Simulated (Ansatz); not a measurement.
# Ca2Al2Se5: complex band structure, part 3 of 3

Wanted: the relaxed cell of Ca2Al2Se5, its band edges and its decay constants. It is built by putting Ca for Mg in the Mg2Al2Se5 structure of space group P-3m1, with the volume rescaled by atomic radii. The parent structure comes from the Materials Project.

Ansatz 0.2.0; r2SCAN DFT, plane waves, PAW files (the session's first sound run).

So far, gap on the k-mesh (eV): step 3 (the bulk crystal and its band edges, r2SCAN) 1.32; step 4 (complex bands, plane (001), k-mesh 8×8×2, r2SCAN) 1.32; step 5 (r2SCAN JTH, cutoff 870 eV) 1.31.

The structure was built from a prototype and need not be the compound's stable phase.

### 6. Complex bands at another level, cutoff 870 eV

This step: r2SCAN DFT, plane waves, JTH PAW files; complex bands by layer matching along the plane's normal (Ansatz 0.2.0).

The complex bands at that level, over its own gap, at (0, 0) and (0.5, 0).

Input file input.yaml:

```yaml
crystal:
  lattice:
    - [4.02277682, 0.0, 0.0]
    - [2.01138841, 3.48382692, 0.0]
    - [0.0, 0.0, 16.926713039]
  atoms:
    - { symbol: Ca, position: [0.6666666667, 0.6666666667, 0.6043356559] }
    - { symbol: Ca, position: [0.3333333333, 0.3333333333, 0.3956643441] }
    - { symbol: Al, position: [0.6666666667, 0.6666666667, 0.1627026451] }
    - { symbol: Al, position: [0.3333333333, 0.3333333333, 0.8372973549] }
    - { symbol: Se, position: [0.3333333333, 0.3333333333, 0.1042207132] }
    - { symbol: Se, position: [0.6666666667, 0.6666666667, 0.8957792868] }
    - { symbol: Se, position: [0.3333333333, 0.3333333333, 0.7025633683] }
    - { symbol: Se, position: [0.6666666667, 0.6666666667, 0.2974366317] }
    - { symbol: Se, position: [0.0, 0.0, 0.5] }
kpoints:
  mp_grid: { grid: [8, 8, 2] }
scf:
  occupations: { method: fixed }
hamiltonian:
  xc: r2scan
  pseudopotentials: { kind: paw, source: jth }
output:
  eigenvalues: true
  transmission:
    leads: [[0, 0]]
    kpoints: [[0.0, 0.0], [0.5, 0.0]]
    e_range: [-1.0, 2.31]
    de: 0.07
```

Started as:

```bash
ansatz run input.yaml --threads 2 --pin off --max-ram 4096MiB --backend cpu --events-out ev --progress --plain --runs-dir out
```

Numbers of over 12 decimals in the logs are rounded to 6 here.

Log:

```text
[...]
Crystal: 9 atoms, lattice volume = 237.222 Å³
Basis set: ecut = 870 eV, 13857 PW (Γ), exchange–correlation on 192×192×800 points (64 copies of the dense FFT grid, shifted against one another)
Bands: 37, of which v1, the nominal top of the filled ones, is band 28 counted from 1 (27 counted from 0)
Symmetry: 12 space group operations
[...]
k-points: 20 of 128
[...]
SCF iter   1: F=—  HF=-17663.868865 eV  |F-HF|=—  |Δ(HF+E_count)|=         —  Δρ=3.77e-2  dr2=1.31e1  dr2_τ=9.93e-2  ethr=3.10e-3  ⟨swp⟩=6.2  Hψ=3847  notcnv=0  defer=99
[...]
SCF iter   9: F=-17661.825690 eV  HF=-17661.825690 eV  |F-HF|=1.51e-9  |Δ(HF+E_count)|=   6.62e-8  Δρ=2.09e-6  dr2=1.76e-8  dr2_τ=6.28e-10  ethr=1.79e-10  ⟨swp⟩=17.7  Hψ=4606  notcnv=0
SCF 1 converged in 9 iterations: F = -17661.825690 eV  dr2 = 1.76e-8
[...]
transmission: 30 of 60 steps passed
transmission: 60 of 60 steps passed
SCF converged after 9 iterations
Free energy (F): -17661.825690 eV
[...]
Internal energy: -17661.825690 eV  (E = F + TS)
E sigma→0 (E₀):  -17661.825690 eV
Fermi energy:    4.715806 eV
[...]
--- Band table (eV; the first three rows and the last of 20) ---
  k-point 0: bands = [... 24 lower, 4.3001, 4.3001, 4.7158, 4.7158, 6.0288, 6.3893, 8.7013, 9.0462, ... 5 higher]
  k-point 1: bands = [... 24 lower, 4.3019, 4.3019, 4.7148, 4.7148, 6.1714, 6.3238, 8.6493, 8.9842, ... 5 higher]
  k-point 2: bands = [... 24 lower, 4.0351, 4.1157, 4.2435, 4.5655, 6.7940, 7.0593, 8.5705, 8.9245, ... 5 higher]
  k-point 19: bands = [... 24 lower, 2.7574, 3.1125, 3.4413, 3.5170, 8.2395, 8.3907, 8.6195, 8.7492, ... 5 higher]
--- Transmission ---
  basis      : 253 plane waves across, 30 finite elements along
  points     : 2, as listed
[...]
channels       : 0.000000e0 a spin
[...]
slowest decay  : 0.1818 /Å at (0.0000, 0.0000)
```

Run time: 93 s. Hardware: 2 threads of Intel Xeon Platinum 8488C (Sapphire Rapids), shared host; peak memory 2.8 GiB.

This step gave:

```
free energy                                               : -17661.8257 eV
gap on the k-mesh                                         : 1.313 eV
level to which the leads are filled                       : 0.6565 eV from the Fermi level
decay constant at the filling level, zone centre          : 0.1818 Å⁻¹
decay constant at the filling level, slowest listed point : 0.1818 Å⁻¹
```

K parallel (0, 0); values up to 1.065 1/Å, a degenerate pair printed once or twice; energies at which all values exceed this have no row. Im kz of the slowest decaying states against energy, zero at the highest filled level on the SCF mesh:

| energy (eV) | decay 1 (Å⁻¹) | decay 2 (Å⁻¹) | decay 3 (Å⁻¹) | decay 4 (Å⁻¹) |
| --- | --- | --- | --- | --- |
| -1.00 | 0.0483 | 0.175 | 1.05 | - |
| -0.79 | 0.111 | 0.365 | 1.03 | - |
| -0.51 | 0.152 | 0.315 | 0.999 | - |
| -0.30 | 0.170 | 0.318 | 0.978 | - |
| -0.09 | 0.182 | 0.326 | 0.957 | - |
| -0.02 | 0.185 | 0.252 | 0.949 | - |
| 0.19 | 0.191 | 0.427 | 0.927 | 1.04 |
| 0.40 | 0.191 | 0.502 | 0.904 | 1.01 |
| 0.68 | 0.182 | 0.574 | 0.872 | 0.953 |
| 0.89 | 0.165 | 0.631 | 0.846 | 0.895 |
| 1.10 | 0.133 | 0.739 | 0.778 | 0.820 |
| 1.38 | 0.646 | 0.780 | 0.851 | 1.06 |
| 1.59 | 0.0399 | 0.614 | 0.745 | 0.862 |
| 1.80 | 0.227 | 0.591 | 0.680 | 0.860 |
| 2.08 | 0.262 | 0.564 | 0.759 | 0.848 |
| 2.29 | 0.255 | 0.544 | 0.693 | 0.834 |

K parallel (0.5, 0); values up to 1.065 1/Å, a degenerate pair printed once or twice; energies at which all values exceed this have no row. The Im kz of the slowest decaying states by energy, zero at the highest filled level on the SCF mesh:

| energy (eV) | decay 1 (Å⁻¹) | decay 2 (Å⁻¹) | decay 3 (Å⁻¹) | decay 4 (Å⁻¹) |
| --- | --- | --- | --- | --- |
| -1.00 | 0.201 | 0.310 | 0.359 | 0.901 |
| -0.79 | 0.0988 | 0.240 | 0.371 | 0.880 |
| -0.51 | 0.273 | 0.382 | 0.395 | 0.850 |
| -0.30 | 0.291 | 0.386 | 0.469 | 0.827 |
| -0.09 | 0.303 | 0.387 | 0.515 | 0.803 |
| -0.02 | 0.306 | 0.387 | 0.527 | 0.795 |
| 0.19 | 0.314 | 0.385 | 0.555 | 0.769 |
| 0.40 | 0.319 | 0.381 | 0.575 | 0.743 |
| 0.68 | 0.320 | 0.370 | 0.594 | 0.706 |
| 0.89 | 0.319 | 0.358 | 0.603 | 0.677 |
| 1.10 | 0.314 | 0.342 | 0.609 | 0.647 |
| 1.38 | 0.303 | 0.310 | 0.604 | 0.612 |
| 1.59 | 0.273 | 0.290 | 0.571 | 0.612 |
| 1.80 | 0.215 | 0.267 | 0.537 | 0.609 |
| 2.08 | 0.0681 | 0.162 | 0.490 | 0.603 |
| 2.29 | 0.147 | 0.248 | 0.454 | 0.596 |

At +0.68 eV, the grid energy nearest the filling level (the middle of the gap on the SCF mesh), the slowest state at the listed wavevectors decays with κ = 0.182 Å⁻¹, its amplitude falling by e over 5.5 Å; the first such run, plane (001), gave 0.183 Å⁻¹.

### 7. What came out

```
band gap                                         : 1.32 eV
least decay constant at mid-gap, normal to (001) : 0.183 Å⁻¹
least decay constant, JTH files                  : 0.182 Å⁻¹
```

With r2SCAN, the slowest decay at the wavevectors tried is κ = 0.183 Å⁻¹, normal to (001). Through such a film the transmission near mid-gap falls as exp(−2κd), a factor of ten every 6.3 Å. A free electron under a barrier of half the gap would need a mass of 0.19 mₑ to decay at this rate. With JTH files the gap goes from 1.32 to 1.31 eV and the decay constant, over the first 2 listed wavevectors, from 0.183 to 0.182 Å⁻¹. The compound is made up by substitution; its stability against other phases and against distortions of the cell's symmetry was not tested. r2SCAN still narrows gaps, if less than LDA and GGA do, so real decay constants are likely larger.

[Logs are printed without paths, hosts, clocks, repeated set-up lines and the standing remarks that a program may print on its own settings, such as how far it seeks lower states.]

[Hosts, paths, dates, database ids (printed as entryN), source tags and the programs' standing remarks are cut or masked in the printed files.]
